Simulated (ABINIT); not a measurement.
## Diamond (Fd-3m, 2 atoms a cell): one start, several treatments of the self-energy

Aim: compare treatments of exchange, screening and correlation for the gap of Diamond (Fd-3m, 2 atoms a cell).

Method: PBE and many-body steps on it, plane waves, in ABINIT 10.8.3.

**What was measured.**

- Gap 5.5 eV: band gap, experimental literature value; bulk crystal (quoted in “Fermi level pinning by defects can explain the large reported carbon 1s binding energy variations in diamond”, 2019, arxiv:1902.02958).

- Gap 5.47 eV: experimental band gap used as input; bulk crystal (quoted in “Enhanced Electron Emission Performance and Air‐Surface Stability in ScO‐Terminated Diamond for Thermionic Energy Converters”, 2024, pmc:11600692).

## (1) Starting point

Symmetry: Fd-3m, No. 227, cubic system. The conventional cell has a = 3.567 Å, b = 3.567 Å, c = 3.567 Å, α = 90.00°, β = 90.00°, γ = 90.00°. Nearest to C lie 4 C at 1.54 Å.

Structure file:

```cif
data_structure
_symmetry_space_group_name_H-M 'Fd-3m:1'
_symmetry_Int_Tables_number 227
_cell_length_a 3.5667
_cell_length_b 3.5667
_cell_length_c 3.5667
_cell_angle_alpha 90.000
_cell_angle_beta 90.000
_cell_angle_gamma 90.000
_cell_volume 45.37
loop_
_atom_site_label
_atom_site_type_symbol
_atom_site_symmetry_multiplicity
_atom_site_Wyckoff_symbol
_atom_site_fract_x
_atom_site_fract_y
_atom_site_fract_z
_atom_site_occupancy
C1 C 8 b 0.00000 0.00000 0.50000 1
```

The cell and positions come from the Crystallography Open Database and are kept as given unless a step says otherwise.

## (2) Empty states on the mesh, 8×8×8 mesh, 107 bands

This step: ABINIT 10.8.3; DFT, PBE, plane waves, norm-conserving pseudopotentials.

The sums over transitions need many empty states on a uniform mesh; this step solves for them.

Input file run.abi:

```
acell 3*1.0 Angstrom
rprim 
  -0.000000000000 1.783370000000 1.783370000000
  1.783370000000 0.000000000000 1.783370000000
  1.783370000000 1.783370000000 0.000000000000
ntypat 1
znucl 6
natom 2
typat 1 1
xred 
  -0.000000000000 0.000000000000 -0.000000000000
  0.250000000000 0.250000000000 0.250000000000
pp_dirpath "pseudos"
pseudos "C.upf"
ecut 37
ngkpt 8 8 8
nshiftk 1
shiftk 0 0 0
kptopt 1
chksymbreak 0
irdden 1
istwfk *1
nband 107
prtvol 0
optdriver 6
gwr_task "HDIAGO"
paral_kgb 0
occopt 1
indata_prefix "in"
outdata_prefix "out"
tmpdata_prefix "tmp"
```

Started as:

```bash
> OMP_NUM_THREADS=1 mpirun -n 4 abinit run.abi > log
```

What it wrote:

```text
.Version 10.8.3 of ABINIT. v10.8.2 released Aug 2026.

 Symmetries : space group Fd -3 m (#227); Bravais cF (face-center cubic)
[... echo of the input left out ...]
== DATASET  1 ==================================================================
-   mpi_nproc: 4, omp_nthreads: 1 (-1 if OMP is not activated)

--- !DatasetInfo
iteration_state: {dtset: 1, }
dimensions: {natom: 2, nkpt: 29, mband: 107, nsppol: 1, nspinor: 1, nspden: 1, mpw: 869, }
cutoff_energies: {ecut:  37.0, pawecutdg:  -1.0, }
[...]
Indirect band gap semiconductor
 Fundamental gap:     4.190 (eV)
   VBM:    10.293 (eV) at k: [ 0.0000E+00,  0.0000E+00,  0.0000E+00]
   CBM:    14.483 (eV) at k: [ 3.7500E-01,  3.7500E-01,  0.0000E+00]
 Direct gap:         5.626 (eV) at k: [ 0.0000E+00,  0.0000E+00,  0.0000E+00]

== END DATASET(S) ==============================================================
================================================================================

 -outvars: echo values of variables after computation  --------
           etotal      0.0000000000E+00
            nband         107
             nkpt          29
          spgroup         227
 [... the other variables as echoed above ...]

 Calculation completed.
```

Run time: 5.7 s. Hardware: 4 MPI ranks of Intel Xeon 6975P-C (Granite Rapids), shared host; peak memory 0.36 GiB.

This step gave:

* gap: 4.190 eV
* k of the valence top: 0, 0, 0
* k of the conduction bottom: 0.375, 0.375, 0
* least direct gap: 5.626 eV
* k points computed: 29
* lowest point of the top converged band, above the valence top: 212.9731 eV

On this mesh the gap is 4.190 eV.

The density comes from a self-consistent run that is not shown.

## (3) Screening, 8×8×8 mesh, 99 bands, screening to 304.8 eV

The RPA dielectric matrix is built and inverted for each q.

This step: RPA screening on PBE, plane waves, norm-conserving pseudopotentials.

run.abi, as its differences from that of step 2:

```diff
@@ -20,10 +20,11 @@
 chksymbreak 0
-irdden 1
 istwfk *1
-nband 107
-prtvol 0
-optdriver 6
-gwr_task "HDIAGO"
-paral_kgb 0
 occopt 1
+irdwfk 1
+optdriver 3
+nband 99
+ecuteps 11.2
+inclvkb 2
+awtr 1
+symchi 1
 indata_prefix "in"
```

What it wrote:

```text
.Version 10.8.3 of ABINIT. v10.8.2 released Aug 2026.

 Symmetries : space group Fd -3 m (#227); Bravais cF (face-center cubic)
[... echo of the input left out ...]
== DATASET  1 ==================================================================
-   mpi_nproc: 4, omp_nthreads: 1 (-1 if OMP is not activated)

--- !DatasetInfo
iteration_state: {dtset: 1, }
dimensions: {natom: 2, nkpt: 29, mband: 99, nsppol: 1, nspinor: 1, nspden: 1, mpw: 869, }
cutoff_energies: {ecut:  37.0, pawecutdg:  -1.0, }
electrons: {nelect:   8.00000000E+00, charge:   0.00000000E+00, occopt:   1.00000000E+00, tsmear:   1.00000000E-02, }

 SCREENING: Calculation of the susceptibility and dielectric matrices

 Based on a program developped by R.W. Godby, V. Olevano, G. Onida, and L. Reining.
 Incorporated in ABINIT by V. Olevano, G.-M. Rignanese, and M. Torrent.
.Using double precision arithmetic ; gwpc =  8

[... cell and pseudopotentials left out ...]
--------------------------------------------------------------------------------

 ==== K-mesh for the wavefunctions ====
 Number of points in the irreducible wedge :    29
[... list of points left out ...]
 Together with 48 symmetry operations and time-reversal symmetry
 yields   512 points in the full Brillouin Zone.

 ==== Q-mesh for the screening function ====
 Number of points in the irreducible wedge :    29
[... list of points left out ...]
 Together with 48 symmetry operations and time-reversal symmetry
 yields   512 points in the full Brillouin Zone.

 setmesh: FFT mesh size selected  =    20x   20x   20
          total number of points  =         8000

 vcoul_init : cutoff-mode = AUXILIARY_FUNCTION
 q-points for optical limit:   1
     1)      0.000010    0.000020    0.000030

- screening: taking advantage of time-reversal symmetry
- Maximum band index for partially occupied states nbvw = 4
- Remaining bands to be divided among processors   nbcw = 95
- Number of bands treated by each node ~23

 Number of electrons calculated from density =    8.0000; Expected =    8.0000
 average of density, n =  0.104505
 r_s =    1.3170
 omega_plasma =   31.1835 [eV]

 calculating chi0 at frequencies [eV] :
  1    0.000000E+00    0.000000E+00
  2    0.000000E+00    3.118352E+01

--------------------------------------------------------------------------------
  q-point number  1        q = ( 0.000000, 0.000000, 0.000000) [r.l.u.]
--------------------------------------------------------------------------------
[... chi0 elements left out ...]
 For q-point:  0.000010 0.000020 0.000030
  dielectric constant =   5.5152
  dielectric constant without local fields =   5.9490

  Average fulfillment of the sum rule on Im[epsilon] for q-point    1 :     94.44  [%]
[... wings left out ...]
  q-point number  2        q = ( 0.125000, 0.000000, 0.000000) [r.l.u.]
--------------------------------------------------------------------------------
[... chi0 elements left out ...]
  Average fulfillment of the sum rule on Im[epsilon] for q-point    2 :     99.68  [%]

 [... 27 further q-points ...]
```

The job ended after 64 s (4 MPI ranks; peak memory 0.86 GiB; 4.2 min of CPU time).

This step gave:

```
ε∞ with local fields, on this mesh, along the program's q direction : 5.515
the same without local fields                                       : 5.949
plasma frequency                                                    : 31.18 eV
plane waves in the screening matrix                                 : 137
```

Local fields lower ε∞ by 7 %.

## (4) G0W0, Godby-Needs plasmon pole

The self-energy is evaluated for the states that the input lists, and the levels follow from it, in one-shot runs by the linearised quasiparticle equation.

This step: G0W0 on PBE, plane waves, norm-conserving pseudopotentials.

run.abi, as its differences from that of step 3:

```diff
@@ -23,8 +23,17 @@
 irdwfk 1
-optdriver 3
+optdriver 4
 nband 99
+gwcalctyp 0
+ecutsigx 37
+symsigma 1
+nkptgw 2
+kptgw 
+  0.0000000000 0.0000000000 0.0000000000
+  0.3750000000 0.3750000000 0.0000000000
+bdgw 
+  2 7
+  3 6
 ecuteps 11.2
-inclvkb 2
-awtr 1
-symchi 1
+irdscr 1
+ppmodel 1
 indata_prefix "in"
```

What it wrote:

```text
.Version 10.8.3 of ABINIT. v10.8.2 released Aug 2026.

 Symmetries : space group Fd -3 m (#227); Bravais cF (face-center cubic)
[... echo of the input left out ...]
== DATASET  1 ==================================================================
-   mpi_nproc: 4, omp_nthreads: 1 (-1 if OMP is not activated)

--- !DatasetInfo
iteration_state: {dtset: 1, }
dimensions: {natom: 2, nkpt: 29, mband: 99, nsppol: 1, nspinor: 1, nspden: 1, mpw: 869, }
cutoff_energies: {ecut:  37.0, pawecutdg:  -1.0, }
electrons: {nelect:   8.00000000E+00, charge:   0.00000000E+00, occopt:   1.00000000E+00, tsmear:   1.00000000E-02, }

 SIGMA: Calculation of the GW corrections

 Based on a program developped by R.W. Godby, V. Olevano, G. Onida, and L. Reining.
 Incorporated in ABINIT by V. Olevano, G.-M. Rignanese, and M. Torrent.
.Using double precision arithmetic ; gwpc =  8

[... cell and pseudopotentials left out ...]
--------------------------------------------------------------------------------

 ==== K-mesh for the wavefunctions ====
 Number of points in the irreducible wedge :    29
[... list of points left out ...]
 Together with 48 symmetry operations and time-reversal symmetry
 yields   512 points in the full Brillouin Zone.

 ==== Q-mesh for screening function ====
 Number of points in the irreducible wedge :    29
[... list of points left out ...]
 Together with 48 symmetry operations and time-reversal symmetry
 yields   512 points in the full Brillouin Zone.

 vcoul_init : cutoff-mode = AUXILIARY_FUNCTION
 q-points for optical limit:   1
     1)      0.000010    0.000020    0.000030
 setmesh: FFT mesh size selected  =    32x   32x   32
          total number of points  =        32768

 Number of electrons calculated from density =    8.0000; Expected =    8.0000
 average of density, n =  0.104505
 r_s =    1.3170
 omega_plasma =   31.1835 [eV]

 === KS Band Gaps ===
  >>>> For spin  1
   Minimum direct gap =   5.6255 [eV], located at k-point      :   0.0000  0.0000  0.0000
   Fundamental gap    =   4.1901 [eV], Top of valence bands at :   0.0000  0.0000  0.0000
                                       Bottom of conduction at :   0.3750  0.3750  0.0000
 SIGMA fundamental parameters:
 PLASMON POLE MODEL  1
 number of plane-waves for SigmaX                  869
 number of plane-waves for SigmaC and W            137
 number of plane-waves for wavefunctions           869
 number of bands                                    99
 number of independent spin polarizations            1
 number of spinorial components                      1
 number of k-points in IBZ                          29
 number of q-points in IBZ                          29
 number of symmetry operations                      48
 number of k-points in BZ                          512
 number of q-points in BZ                          512
 number of frequencies for dSigma/dE                 9
 frequency step for dSigma/dE [eV]                0.25
 number of omega for Sigma on real axis              0
 max omega for Sigma on real axis  [eV]           0.00
 zcut for avoiding poles [eV]                     0.10

 EPSILON^-1 parameters (SCR file):
 dimension of the eps^-1 matrix on file            137
 dimension of the eps^-1 matrix used               137
 number of plane-waves for wavefunctions           869
 number of bands                                    99
 number of q-points in IBZ                          29
 number of frequencies                               2
 number of real frequencies                          1
 number of imag frequencies                          1

 matrix elements of self-energy operator (all in [eV])

 Perturbative Calculation

--- !SelfEnergy_ee
iteration_state: {dtset: 1, }
kpoint     : [   0.000,    0.000,    0.000, ]
spin       : 1
KS_gap     :    5.626
QP_gap     :    7.416
Delta_QP_KS:    1.791
data: !SigmaeeData |
     Band     E0 <VxcDFT>   SigX SigC(E0)      Z dSigC/dE  Sig(E)    E-E0       E
        2  10.293 -16.962 -19.293   1.370   0.831  -0.204 -17.760  -0.798   9.495
        3  10.293 -16.962 -19.293   1.370   0.831  -0.204 -17.760  -0.798   9.495
        4  10.293 -16.962 -19.293   1.370   0.831  -0.204 -17.760  -0.798   9.495
        5  15.918 -15.643  -9.539  -4.911   0.832  -0.202 -14.650   0.993  16.911
        6  15.918 -15.643  -9.539  -4.911   0.832  -0.202 -14.650   0.993  16.911
        7  15.918 -15.643  -9.539  -4.911   0.832  -0.202 -14.650   0.993  16.911

--- !SelfEnergy_ee
iteration_state: {dtset: 1, }
kpoint     : [   0.375,    0.375,    0.000, ]
spin       : 1
KS_gap     :    9.944
QP_gap     :   11.612
Delta_QP_KS:    1.668
data: !SigmaeeData |
     Band     E0 <VxcDFT>   SigX SigC(E0)      Z dSigC/dE  Sig(E)    E-E0       E
        3   4.539 -15.969 -20.469   3.084   0.816  -0.226 -17.123  -1.155   3.384
        4   4.539 -15.969 -20.469   3.084   0.816  -0.226 -17.123  -1.155   3.384
        5  14.483 -14.094  -8.673  -4.812   0.841  -0.188 -13.581   0.513  14.996
        6  17.096 -13.238  -7.304  -5.342   0.843  -0.187 -12.739   0.499  17.595

== END DATASET(S) ==============================================================
================================================================================

 -outvars: echo values of variables after computation  --------
           etotal      0.0000000000E+00
            nband          99
             nkpt          29
          spgroup         227
 [... the other variables as echoed above ...]

 Calculation completed.
```

The job ended after 13 s (4 MPI ranks; peak memory 0.86 GiB; 53 s of CPU time).

This step gave:

```yaml
g0w0_gap_on_the_points_computed: 5.501 eV
starting_gap_on_the_mesh: 4.190 eV
k_of_the_valence_top: 0, 0, 0
k_of_the_conduction_bottom: 0.375, 0.375, 0
z_at_the_valence_top: 0.831
z_at_the_conduction_bottom: 0.841
least_direct_g0w0_gap_on_the_computed_points: 7.416 eV
```

The gap on the mesh goes from 4.19 eV to 5.50 eV, a correction of +1.31 eV.

## (5) G0W0, Hybertsen-Louie plasmon pole

run.abi, as its differences from that of step 4:

```diff
@@ -37,3 +37,3 @@
 irdscr 1
-ppmodel 1
+ppmodel 2
 indata_prefix "in"
```

What it wrote:

```text
.Version 10.8.3 of ABINIT. v10.8.2 released Aug 2026.

 Symmetries : space group Fd -3 m (#227); Bravais cF (face-center cubic)
[... echo of the input left out ...]
== DATASET  1 ==================================================================
-   mpi_nproc: 4, omp_nthreads: 1 (-1 if OMP is not activated)

--- !DatasetInfo
iteration_state: {dtset: 1, }
dimensions: {natom: 2, nkpt: 29, mband: 99, nsppol: 1, nspinor: 1, nspden: 1, mpw: 869, }
cutoff_energies: {ecut:  37.0, pawecutdg:  -1.0, }
electrons: {nelect:   8.00000000E+00, charge:   0.00000000E+00, occopt:   1.00000000E+00, tsmear:   1.00000000E-02, }

 SIGMA: Calculation of the GW corrections

 Based on a program developped by R.W. Godby, V. Olevano, G. Onida, and L. Reining.
 Incorporated in ABINIT by V. Olevano, G.-M. Rignanese, and M. Torrent.
.Using double precision arithmetic ; gwpc =  8

[... cell and pseudopotentials left out ...]
--------------------------------------------------------------------------------

 ==== K-mesh for the wavefunctions ====
 Number of points in the irreducible wedge :    29
[... list of points left out ...]
 Together with 48 symmetry operations and time-reversal symmetry
 yields   512 points in the full Brillouin Zone.

 ==== Q-mesh for screening function ====
 Number of points in the irreducible wedge :    29
[... list of points left out ...]
 Together with 48 symmetry operations and time-reversal symmetry
 yields   512 points in the full Brillouin Zone.

 vcoul_init : cutoff-mode = AUXILIARY_FUNCTION
 q-points for optical limit:   1
     1)      0.000010    0.000020    0.000030
 setmesh: FFT mesh size selected  =    32x   32x   32
          total number of points  =        32768

 Number of electrons calculated from density =    8.0000; Expected =    8.0000
[...]
number of omega for Sigma on real axis              0
 max omega for Sigma on real axis  [eV]           0.00
 zcut for avoiding poles [eV]                     0.10

 EPSILON^-1 parameters (SCR file):
 dimension of the eps^-1 matrix on file            137
 dimension of the eps^-1 matrix used               137
 number of plane-waves for wavefunctions           869
 number of bands                                    99
 number of q-points in IBZ                          29
 number of frequencies                               2
 number of real frequencies                          1
 number of imag frequencies                          1

 matrix elements of self-energy operator (all in [eV])

 Perturbative Calculation

--- !SelfEnergy_ee
iteration_state: {dtset: 1, }
kpoint     : [   0.000,    0.000,    0.000, ]
spin       : 1
KS_gap     :    5.626
QP_gap     :    7.492
Delta_QP_KS:    1.866
data: !SigmaeeData |
     Band     E0 <VxcDFT>   SigX SigC(E0)      Z dSigC/dE  Sig(E)    E-E0       E
        2  10.293 -16.962 -19.293   0.962   0.849  -0.178 -18.125  -1.162   9.131
        3  10.293 -16.962 -19.293   0.962   0.849  -0.178 -18.125  -1.162   9.131
        4  10.293 -16.962 -19.293   0.962   0.849  -0.178 -18.125  -1.162   9.131
[...]
--- !SelfEnergy_ee
iteration_state: {dtset: 1, }
kpoint     : [   0.375,    0.375,    0.000, ]
spin       : 1
KS_gap     :    9.944
QP_gap     :   11.745
Delta_QP_KS:    1.800
data: !SigmaeeData |
     Band     E0 <VxcDFT>   SigX SigC(E0)      Z dSigC/dE  Sig(E)    E-E0       E
[...]
5  14.483 -14.094  -8.673  -5.161   0.858  -0.165 -13.871   0.224  14.706
        6  17.096 -13.238  -7.304  -5.651   0.860  -0.163 -12.995   0.243  17.339

== END DATASET(S) ==============================================================
================================================================================

 -outvars: echo values of variables after computation  --------
           etotal      0.0000000000E+00
            nband          99
             nkpt          29
          spgroup         227
 [... the other variables as echoed above ...]

 Calculation completed.
```

Run time: 13 s. Hardware: 4 MPI ranks; peak memory 0.85 GiB.

This step gave:

```yaml
g0w0_gap_on_the_points_computed: 5.575 eV
starting_gap_on_the_mesh: 4.190 eV
k_of_the_valence_top: 0, 0, 0
k_of_the_conduction_bottom: 0.375, 0.375, 0
z_at_the_valence_top: 0.849
z_at_the_conduction_bottom: 0.858
least_direct_g0w0_gap_on_the_computed_points: 7.492 eV
```

Against G0W0 in ABINIT (8×8×8 mesh, 99 bands, screening to 304.8 eV, Godby-Needs plasmon pole), the gap moves by +0.074 eV.

## (6) G0W0, von der Linden-Horsch plasmon pole

run.abi, as its differences from that of step 5:

```diff
@@ -37,3 +37,3 @@
 irdscr 1
-ppmodel 2
+ppmodel 3
 indata_prefix "in"
```

What it wrote:

```text
.Version 10.8.3 of ABINIT. v10.8.2 released Aug 2026.

 Symmetries : space group Fd -3 m (#227); Bravais cF (face-center cubic)
[... echo of the input left out ...]
== DATASET  1 ==================================================================
-   mpi_nproc: 4, omp_nthreads: 1 (-1 if OMP is not activated)

--- !DatasetInfo
iteration_state: {dtset: 1, }
dimensions: {natom: 2, nkpt: 29, mband: 99, nsppol: 1, nspinor: 1, nspden: 1, mpw: 869, }
cutoff_energies: {ecut:  37.0, pawecutdg:  -1.0, }
[...]
Band     E0 <VxcDFT>   SigX SigC(E0)      Z dSigC/dE  Sig(E)    E-E0       E
[...]
5  14.483 -14.094  -8.673  -5.214   0.860  -0.162 -13.915   0.179  14.662
        6  17.096 -13.238  -7.304  -5.725   0.863  -0.159 -13.058   0.181  17.277

== END DATASET(S) ==============================================================
================================================================================

 -outvars: echo values of variables after computation  --------
           etotal      0.0000000000E+00
            nband          99
             nkpt          29
          spgroup         227
 [... the other variables as echoed above ...]

 Calculation completed.
```

Wall time 6.7 s (4 MPI ranks); peak memory 0.82 GiB; 26 s of CPU time.

This step gave:

| Quantity | Value |
| --- | --- |
| G0W0 gap on the points computed | 5.549 eV |
| starting gap on the mesh | 4.190 eV |
| k of the valence top | 0, 0, 0 |
| k of the conduction bottom | 0.375, 0.375, 0 |
| least direct G0W0 gap on the computed points | 7.5 eV |

Against G0W0 in ABINIT (8×8×8 mesh, 99 bands, screening to 304.8 eV, Godby-Needs plasmon pole), the gap moves by +0.048 eV.

(Continued in part 2 of 2.)

[Paths, hosts, dates, memory and timing lines, banners, echoed tables and standing remarks are left out of the program output.]

[Logs are printed without paths, hosts, clocks, repeated set-up lines and the standing remarks that a program may print on its own settings, such as how far it seeks lower states.]

[Runs of the session that timed out or met a known fault of the program may be left out.]

[No measured gap is set beside runs whose start may be inverted or whose files or cutoffs have a known fault.]

[Hosts, paths, dates, database ids (printed as entryN), source tags and the programs' standing remarks are cut or masked in the printed files.]

[G0W0 gaps are taken among the corrected bands and points alone; a level outside them can change the order at an edge.]

[Where Ansatz stands beside ABINIT at settings called matched, ABINIT's density can come from a denser mesh and the files from another edition; pairs whose starting gaps differed by over 0.03 eV were left out, so agreement reads better than it is.]
